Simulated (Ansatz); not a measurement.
## BiOCl (P4/nmm): spin-orbit coupling beyond the local functionals

Aim: the spin-orbit change of the gap of BiOCl (P4/nmm).

Program: Ansatz 0.2.0. Level of theory: density functionals with and without spin-orbit coupling, plane waves, PAW. Results are calculated unless marked as measured.

**What was measured.**

- Gap 3.36 eV: optical gap from Kubelka-Munk/Tauc analysis; UV-vis diffuse reflectance; powder (solvothermal hierarchical microspheres made without additive) (“Hydrothermal Crystallization of Bismuth Oxychlorides (BiOCl) Using Different Shape Control Reagents”, 2021, pmc:8123882).

- Gap 3.44 eV: optical gap from Tauc plot; UV-vis diffuse reflectance; powder (hydrothermal powder) (“Synergistic Piezo-Photocatalysis of BiOCl/NaNbO3 Heterojunction Piezoelectric Composite for High-Efficient Organic Pollutant Degradation”, 2022, pmc:8839476).

Most raw output is cut from this account.

## (1) The starting structure

The structure is tetragonal, space group P4/nmm (No. 129). Conventional cell: a = 3.886 Å, b = 3.886 Å, c = 7.349 Å, α = 90.00°, β = 90.00°, γ = 90.00°. Bi has 4 O at 2.31 Å and 4 Cl at 3.06 Å nearest. Cl has 4 Bi at 3.06 Å nearest. Nearest to O lie 4 Bi at 2.31 Å. Farther neighbours and most contacts between anions are not listed.

Structure file:

```cif
data_structure
_symmetry_space_group_name_H-M 'P4/nmm:1'
_symmetry_Int_Tables_number 129
_cell_length_a 3.8855
_cell_length_b 3.8855
_cell_length_c 7.3489
_cell_angle_alpha 90.000
_cell_angle_beta 90.000
_cell_angle_gamma 90.000
_cell_volume 110.95
loop_
_atom_site_label
_atom_site_type_symbol
_atom_site_symmetry_multiplicity
_atom_site_Wyckoff_symbol
_atom_site_fract_x
_atom_site_fract_y
_atom_site_fract_z
_atom_site_occupancy
Bi1 Bi 2 c 0.50000 0.00000 0.32904 1
Cl1 Cl 2 c 0.00000 0.50000 0.14720 1
O1 O 2 b 0.00000 0.00000 0.50000 1
```

The cell and positions come from the Crystallography Open Database and are kept as given unless a step says otherwise. Spin-orbit coupling is left out unless a step names it. The default PAW set here is soft_2. Its files were made with PBE.

## (2) HSE06, 4×4×2 mesh

This step: DFT, HSE06, plane waves, PAW.

input.yaml reads:

```yaml
crystal:
  lattice:
    - [3.88551, 0.0, 0.0]
    - [0.0, 3.88551, 0.0]
    - [0.0, 0.0, 7.3489]
  atoms:
    - { symbol: Bi, position: [0.5, 0.0, 0.32904] }
    - { symbol: Bi, position: [0.0, 0.5, 0.67096] }
    - { symbol: Cl, position: [0.0, 0.5, 0.1472] }
    - { symbol: Cl, position: [0.5, 0.0, 0.8528] }
    - { symbol: O, position: [0.0, 0.0, 0.5] }
    - { symbol: O, position: [0.5, 0.5, 0.5] }
kpoints:
  mp_grid: { grid: [4, 4, 2] }
  band_path:
    path:
      - [0.0, 0.0, 0.0]
      - [0.0, 0.5, 0.0]
      - [0.5, 0.5, 0.0]
      - [0.0, 0.0, 0.5]
      - [0.0, 0.5, 0.5]
      - [0.5, 0.5, 0.5]
      - [0.0, 0.4, 0.5]
    npoints: 1
hamiltonian:
  xc: hse06
scf:
  occupations: { method: fixed }
  n_extra_bands: 6
output:
  eigenvalues: true
```

Launch:

```bash
$ ansatz run input.yaml --threads 3 --pin off --max-ram 92160MiB --backend cuda --events-out ev --progress --plain --runs-dir out --devices 1 --max-vram 13GiB
```

The job ended after 29 s (1 × NVIDIA H100 80GB HBM3 (shared by 6 runs) with 3 threads of AMD EPYC 7R13 (Zen 3), shared host; peak memory 1.2 GiB; 25 s of CPU time).

Numbers from this step:

```
gap                     : 3.598 eV
valence top at          : k = (0.000, 0.400, 0.500)
conduction bottom at    : Z
least direct gap        : 4.130 eV
exact-exchange fraction : 0.25
```

The gap is indirect, with the least direct gap 0.53 eV higher.

## (3) HSE06+SOC, 4×4×2 mesh

The many-body steps leave out spin-orbit coupling, so its effect is taken from a two-component run, with twice the bands.

This step: DFT, HSE06 with spin-orbit coupling, plane waves, PAW.

input.yaml, as its differences from that of step 2:

```diff
@@ -28,3 +28,6 @@
   occupations: { method: fixed }
-  n_extra_bands: 6
+  n_extra_bands: 12
+magnetization:
+  noncollinear: true
+  spin_orbit: true
 output:
```

Elapsed: 57 s, on 1 × NVIDIA H100 80GB HBM3 (shared by 6 runs) with 3 threads; peak memory 1.7 GiB; 93 s of CPU time.

Numbers from this step:

| Quantity | Value |
| --- | --- |
| gap | 3.252 eV |
| valence top at | k = (0.000, 0.400, 0.500) |
| conduction bottom at | Z |
| least direct gap | 3.756 eV |
| exact-exchange fraction | 0.25 |

The gap stands −0.35 eV against HSE06.

## (4) Together

Times are wall times on 1 × NVIDIA H100 80GB HBM3 (shared by 6 runs) with 3 threads of AMD EPYC 7R13 (Zen 3), shared host, good to a factor of about two.

```csv
level,gap (eV),with coupling (eV),change (eV),time,with coupling
HSE06,3.60,3.25,−0.35,29 s,57 s
```

## (5) Results

```
HSE06     : 3.60 eV
HSE06+SOC : 3.25 eV
```

**Reading.** Spin-orbit coupling changes the gap by −0.35 eV and the least direct gap by −0.37 eV. Against experiment, by HSE06+SOC: the gap of 3.25 eV lies −0.11 eV from the measured 3.36 eV (optical, 2021); the gap of 3.25 eV lies −0.19 eV from the measured 3.44 eV (optical, 2022). An exciton line or allowed optical edge lies below the quasiparticle gap by the binding energy; a forbidden edge can push the onset above it. The lattice is static and excitons are left out.

[Paths, hosts, dates, memory and timing lines, banners, echoed tables and standing remarks are left out of the program output.]

[Logs are printed without paths, hosts, clocks, repeated set-up lines and the standing remarks that a program may print on its own settings, such as how far it seeks lower states.]

[Runs of the session that timed out or met a known fault of the program may be left out.]

[Cells called generated may have been cut or substituted from an entry of the Crystallography Open Database or the Materials Project.]

[Hosts, paths, dates, database ids (printed as entryN), source tags and the programs' standing remarks are cut or masked in the printed files.]
